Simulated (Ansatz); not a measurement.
# F on Pt(111): change of the work function, part 3 of 3

Aim: the work function of Pt(111) at several coverages of F (fcc site), and the dipole that each adsorbate carries.

Ansatz 0.2.0; plane-wave DFT, PBE, Ansatz PAW.

So far, work function, upper face (eV): step 2 (the clean slab) 5.70; step 3 (17 atoms, coverage 0.25 ML, cell 2x2) 6.58.

### 4. The covered slab, k-mesh 12×12×1, coverage 1 ML

System of this step: Pt4F (F/Pt(111)). The cell holds 5 atoms: 4 Pt and 1 F. Its edges and angles: a = 2.772 Å, b = 2.772 Å, c = 26.085 Å, α = 90.0°, β = 90.0°, γ = 60.0°. Vacuum lies along c.

Another coverage, to see how the dipoles act on each other as their distance changes.

File input.yaml:

```yaml
crystal:
  lattice:
    - [2.7718585823, 0.0, 0.0]
    - [1.3859292911, 2.4004999479, 0.0]
    - [0.0, 0.0, 26.0847643509]
  atoms:
    - { symbol: Pt, position: [0.0, 0.0, 0.3450289939] }
    - { symbol: Pt, position: [0.3333333333, 0.3333333333, 0.4317927854] }
    - { symbol: Pt, position: [0.6666666667, 0.6666666667, 0.520225998] }
    - { symbol: Pt, position: [0.0, 0.0, 0.6097618244] }
    - { symbol: F, position: [0.3333333333, 0.3333333333, 0.6549710061] }
kpoints:
  mp_grid: { grid: [12, 12, 1] }
hamiltonian:
  xc: pbe
scf:
  occupations: { method: fermi_dirac, width: 0.1 }
  convergence: { dr2_threshold: 1.0e-08 }
efield:
  axis: 3
  dipole_correction: true
  ramp_position: 0.97
  ramp_width: 0.06
relax:
  f_tol: 0.02
  max_steps: 60
  constraints: [{ sites: [0, 1] }]
output:
  write_potential: true
  write_density: true
  volumetric_format: npy
```

Command:

```sh
$ ansatz run input.yaml --threads 4 --pin off --max-ram 6144MiB --backend cpu --events-out ev --progress --plain --runs-dir out
```

Numbers of over 12 decimals in the logs are rounded to 6 here.

The program printed:

```text
[...]
Crystal: 5 atoms, lattice volume = 173.564 Å³
Basis set: ecut = 420 eV, 3411 PW (Γ), exchange–correlation on 40×40×360 points (8 copies of the dense FFT grid, shifted against one another)
Bands: 48, of which v1, the nominal top of the filled ones, is band 40 counted from 1 (39 counted from 0)
Symmetry: 6 space group operations
[...]
k-points: 19 of 144 (time reversal used)
[...]
SCF iter   1: F=—  HF=-50895.984421 eV  |F-HF|=—  |Δ(HF+E_count)|=         —  Δρ=2.08e-2  dr2=9.90e0  ethr=1.77e-3  p=0.062 e·Å  D=6.42e-2 V/Å  ΔV_dip=-1.68 eV  dr2_dipole=3.41e0  V_vac-E_F(+/−)=3.68/5.35 eV  ⟨swp⟩=8.9  Hψ=4218  notcnv=0  defer=6
[...]
SCF iter  13: F=-50895.893339 eV  HF=-50895.893339 eV  |F-HF|=2.52e-8  |Δ(HF+E_count)|=   1.71e-8  Δρ=6.17e-7  dr2=2.28e-9  ethr=1.27e-11  p=0.032 e·Å  D=3.33e-2 V/Å  ΔV_dip=-0.87 eV  dr2_dipole=6.80e-11  V_vac-E_F(+/−)=4.79/5.65 eV  ⟨swp⟩=9.0  Hψ=5895  notcnv=0
SCF 1 converged in 13 iterations: F = -50895.893339 eV  dr2 = 2.28e-9
[...]
relax step   1: F+E_penalty+E_count = -50895.89333857 eV  Δ(F+E_penalty+E_count) = +0.000e0 eV  max|allowed force component| = 7.984e0 eV/Å  Δτ_max = 0.0000 Å  (13 SCF iters, accepted)
[...]
SCF iter   1: F=—  HF=-50897.515514 eV  |F-HF|=—  |Δ(HF+E_count)|=         —  Δρ=2.18e-2  dr2=8.14e0  ethr=3.10e-3  p=0.032 e·Å  D=3.33e-2 V/Å  ΔV_dip=-0.87 eV  dr2_dipole=3.12e0  V_vac-E_F(+/−)=4.87/5.74 eV  ⟨swp⟩=5.1  Hψ=2822  notcnv=0  defer=7
[...]
SCF iter  13: F=-50897.230001 eV  HF=-50897.230001 eV  |F-HF|=1.11e-7  |Δ(HF+E_count)|=   1.96e-8  Δρ=1.51e-6  dr2=3.92e-9  ethr=1.27e-11  p=-0.049 e·Å  D=-5.12e-2 V/Å  ΔV_dip=1.34 eV  dr2_dipole=4.59e-10  V_vac-E_F(+/−)=7.03/5.69 eV  ⟨swp⟩=9.5  Hψ=7319  notcnv=0
SCF 2 converged in 13 iterations: F = -50897.230001 eV  dr2 = 3.92e-9
[...]
relax step   2: F+E_penalty+E_count = -50897.23000087 eV  Δ(F+E_penalty+E_count) = -1.337e0 eV  max|allowed force component| = 2.687e0 eV/Å  Δτ_max = 0.1945 Å  (13 SCF iters, accepted)
SCF iter   1: F=—  HF=-50897.731957 eV  |F-HF|=—  |Δ(HF+E_count)|=         —  Δρ=2.04e-2  dr2=8.57e0  ethr=3.10e-3  p=-0.049 e·Å  D=-5.12e-2 V/Å  ΔV_dip=1.34 eV  dr2_dipole=3.77e0  V_vac-E_F(+/−)=7.12/5.78 eV  ⟨swp⟩=5.6  Hψ=2610  notcnv=0  defer=10
[...]
SCF iter  13: F=-50897.538081 eV  HF=-50897.538081 eV  |F-HF|=6.33e-9  |Δ(HF+E_count)|=   2.57e-9  Δρ=1.09e-6  dr2=5.68e-9  ethr=1.27e-11  p=-0.110 e·Å  D=-1.15e-1 V/Å  ΔV_dip=2.99 eV  dr2_dipole=3.33e-10  V_vac-E_F(+/−)=8.65/5.66 eV  ⟨swp⟩=10.2  Hψ=6600  notcnv=0
SCF 3 converged in 13 iterations: F = -50897.538081 eV  dr2 = 5.68e-9
relax step   3: F+E_penalty+E_count = -50897.53808120 eV  Δ(F+E_penalty+E_count) = -3.081e-1 eV  max|allowed force component| = 3.782e-1 eV/Å  Δτ_max = 0.1981 Å  (13 SCF iters, accepted)
[...]
relax step   4: F+E_penalty+E_count = -50897.55332653 eV  Δ(F+E_penalty+E_count) = -1.525e-2 eV  max|allowed force component| = 4.740e-2 eV/Å  Δτ_max = 0.0883 Å  (12 SCF iters, accepted)
SCF iter   1: F=—  HF=-50897.553453 eV  |F-HF|=—  |Δ(HF+E_count)|=         —  Δρ=2.98e-4  dr2=6.94e-4  ethr=1.27e-6  p=-0.111 e·Å  D=-1.15e-1 V/Å  ΔV_dip=3.01 eV  dr2_dipole=2.83e-4  V_vac-E_F(+/−)=8.69/5.68 eV  ⟨swp⟩=2.3  Hψ=1678  notcnv=0  defer=25
[...]
SCF iter   9: F=-50897.553402 eV  HF=-50897.553402 eV  |F-HF|=1.05e-8  |Δ(HF+E_count)|=   1.73e-8  Δρ=1.00e-6  dr2=4.30e-9  ethr=1.27e-11  p=-0.110 e·Å  D=-1.14e-1 V/Å  ΔV_dip=2.98 eV  dr2_dipole=7.33e-12  V_vac-E_F(+/−)=8.66/5.68 eV  ⟨swp⟩=9.0  Hψ=6860  notcnv=0
SCF 5 converged in 9 iterations: F = -50897.553402 eV  dr2 = 4.30e-9
relax step   5: F+E_penalty+E_count = -50897.55340235 eV  Δ(F+E_penalty+E_count) = -7.582e-5 eV  max|allowed force component| = 1.112e-2 eV/Å  Δτ_max = 0.0037 Å  (9 SCF iters, accepted)
[...]
WARN: The input density's exchange-correlation potential varies sharply where the density is thin. Do not read a vacuum level from v_tot or v_xc, or from such a field of the output density. On a cell that repeats whose density bears no net charge and no dipole along the vacuum's axis use v_es (v_loc + v_h of the components); under efield.dipole_correction with no amplitude use v_es + v_field, which holds any external [...]
SCF converged after 9 iterations
Free energy (F): -50897.553402 eV
[...]
Internal energy: -50897.270417 eV  (E = F + TS)
E sigma→0 (E₀):  -50897.411910 eV
Entropy (-TS):   -0.282985 eV (-56.597 meV/atom)
Fermi energy:    3.917096 eV
Dipole field:    D = -0.114344 V/Å  (p = -0.109676 e·Å, saw-weighted, corrected)
Work function:   Φ+ = 8.6634 eV   Φ− = 5.6809 eV
[...]
--- Forces (eV/Å), atoms counted from 1 ---
  atom   1  Pt    -0.00000000     0.00000000    -0.56150180
  atom   2  Pt    -0.00000000     0.00000000     0.56289654
  atom   3  Pt    -0.00000000     0.00000000     0.00158652
  atom   4  Pt     0.00000000    -0.00000000    -0.01112414
  atom   5  F     -0.00000000    -0.00000000     0.00813511
  max |Σ_I F_I| component: 7.78e-6 eV/Å
--- Band table (eV; the first three rows and the last of 19) ---
  k-point 0: bands = [... 36 lower, 2.1895, 2.5953, 2.5953, 3.4433, 3.4433, 3.8799, 3.8799, 3.9700, ... 4 higher]
  k-point 1: bands = [... 36 lower, 2.2049, 2.6155, 2.6440, 2.9666, 3.4575, 3.7664, 3.8991, 5.0465, ... 4 higher]
  k-point 2: bands = [... 36 lower, 2.2431, 2.3116, 2.6742, 3.1038, 3.4842, 3.9474, 4.3131, 6.2164, ... 4 higher]
  k-point 18: bands = [... 36 lower, 3.3570, 3.6074, 3.6335, 3.8735, 8.8069, 8.8953, 8.8995, 9.8455, ... 4 higher]
--- Relaxed structure (5 steps of the walk, 5 accepted, 0 SCFs on fresh bases) ---
  F+E_penalty+E_count = -50897.55340235 eV   max|allowed force component| = 1.112e-2 eV/Å
  atoms:
[...]
- { symbol: Pt, position: [0.333333, 0.333333, 0.431793] }
    - { symbol: Pt, position: [0.666667, 0.666667, 0.519563] }
[...]
- { symbol: F, position: [0.333333, 0.333333, 0.668762] }
```

It took 21 s on 4 threads of Arm Neoverse V2, shared host; peak memory 0.52 GiB; 81 s of CPU time.

Step by step:

| step | energy less that of the first step (eV) | largest force component (eV/Å) |
| --- | --- | --- |
| 1 | 0.0000 | 7.9836 |
| 2 | -1.3367 | 2.6874 |
| 3 | -1.6447 | 0.3782 |
| 4 | -1.6600 | 0.0474 |
| 5 | -1.6601 | 0.0111 |

Forces are held to the 6 operations that the run works with; a distortion that breaks them can't arise in this run.

The atoms that moved most (Å):

```
atom     dx     dy      dz  length
  F5  0.000  0.000   0.360   0.360
 Pt4  0.000  0.000  -0.134   0.134
 Pt3  0.000  0.000  -0.017   0.017
```

Final coordinates:

```xyz
5
Lattice="2.7719 0.0000 0.0000 1.3859 2.4005 0.0000 0.0000 0.0000 26.0848" Properties=species:S:1:pos:R:3
Pt    0.0000    0.0000    9.0000
Pt    1.3859    0.8002   11.2632
Pt    2.7719    1.6003   13.5527
Pt    0.0000    0.0000   15.7712
F     1.3859    0.8002   17.4445
```

Numbers from this step:

```yaml
energy_at_zero_smearing: -50897.4119 eV
work_function_upper_face: 8.663 eV
work_function_lower_face: 5.681 eV
dipole_along_the_normal: -0.1097 e·Å
step_between_the_vacuum_levels: 2.983 eV
```

Running mean over 2.263 Å of the planar mean; the ramp of the sawtooth is left out. The electron's electrostatic potential energy less the Fermi level by z:

```
z (Å)  electron's electrostatic potential energy less the Fermi level (eV)
    4                                                                 5.68
    5                                                                 5.68
    6                                                                 5.62
    7                                                                 4.60
    8                                                                -4.96
    9                                                                -11.6
   10                                                                -12.1
   11                                                                -12.2
   12                                                                -12.1
   13                                                                -12.2
   14                                                                -12.6
   15                                                                -12.8
   16                                                                -12.2
   17                                                                -5.11
   18                                                                 3.61
   19                                                                 8.06
   20                                                                 8.65
   21                                                                 8.66
   22                                                                 8.66
   23                                                                 8.66
```

The relaxation took 5 steps and lowered the energy by 1.7 eV; the largest force on the free atoms ends at 0.011 eV/Å.

The covered face has 8.66 eV, +2.96 eV against the clean one; the bare back face has moved by +0.01 eV, a measure of how thin the slab is.

### 5. Work function against coverage

This step: plane-wave DFT, PBE, Ansatz PAW; work function against coverage (Ansatz 0.2.0).

The runs are now put side by side.

Numbers from this step:

| Quantity | Value |
| --- | --- |
| work function of the clean face | 5.703 eV |
| largest change of the work function | 2.960 eV |

Work function of the covered face against coverage:

| coverage (adsorbates/nm²) | work function of the covered face (eV) |
| --- | --- |
| 0.00 | 5.70 |
| 3.76 | 6.58 |
| 15.03 | 8.66 |

The dipole per adsorbate comes from the change of the cell's dipole. Coverage, by row:

```csv
coverage (1/nm²),coverage (ML),work function (eV),change (eV),"dipole per adsorbate, positive end outwards (debye)",mean height of the added atoms over the highest substrate atom (Å)
3.757,0.25,6.583,0.8795,-0.601,1.723
15.03,1,8.663,2.96,-0.521,1.673
```

### 6. Outcome

```yaml
work_function_of_the_clean_face: 5.70 eV
work_function_at_0p25_ml: 6.58 eV
work_function_at_1_ml: 8.66 eV
dipole_per_adsorbate_at_0p25_ml_positive_end_outwards: -0.60 D
```

F raises the work function of Pt(111) at the lowest coverage, by 0.88 eV: the adsorbate layer has its negative end outwards. The slab has 4 layers, at the tabulated experimental lattice constant, one starting site was run, and quantum-size effects of a slab this thin can reach one or two tenths of an eV.

[Logs are printed without paths, hosts, clocks, repeated set-up lines and the standing remarks that a program may print on its own settings, such as how far it seeks lower states.]

[Hosts, paths, dates, database ids (printed as entryN), source tags and the programs' standing remarks are cut or masked in the printed files.]

[Maps of the electrostatic potential energy from Ansatz leave out the sawtooth potential of an applied field or a dipole correction, so their vacuum need not be flat; planar profiles and work functions include it.]
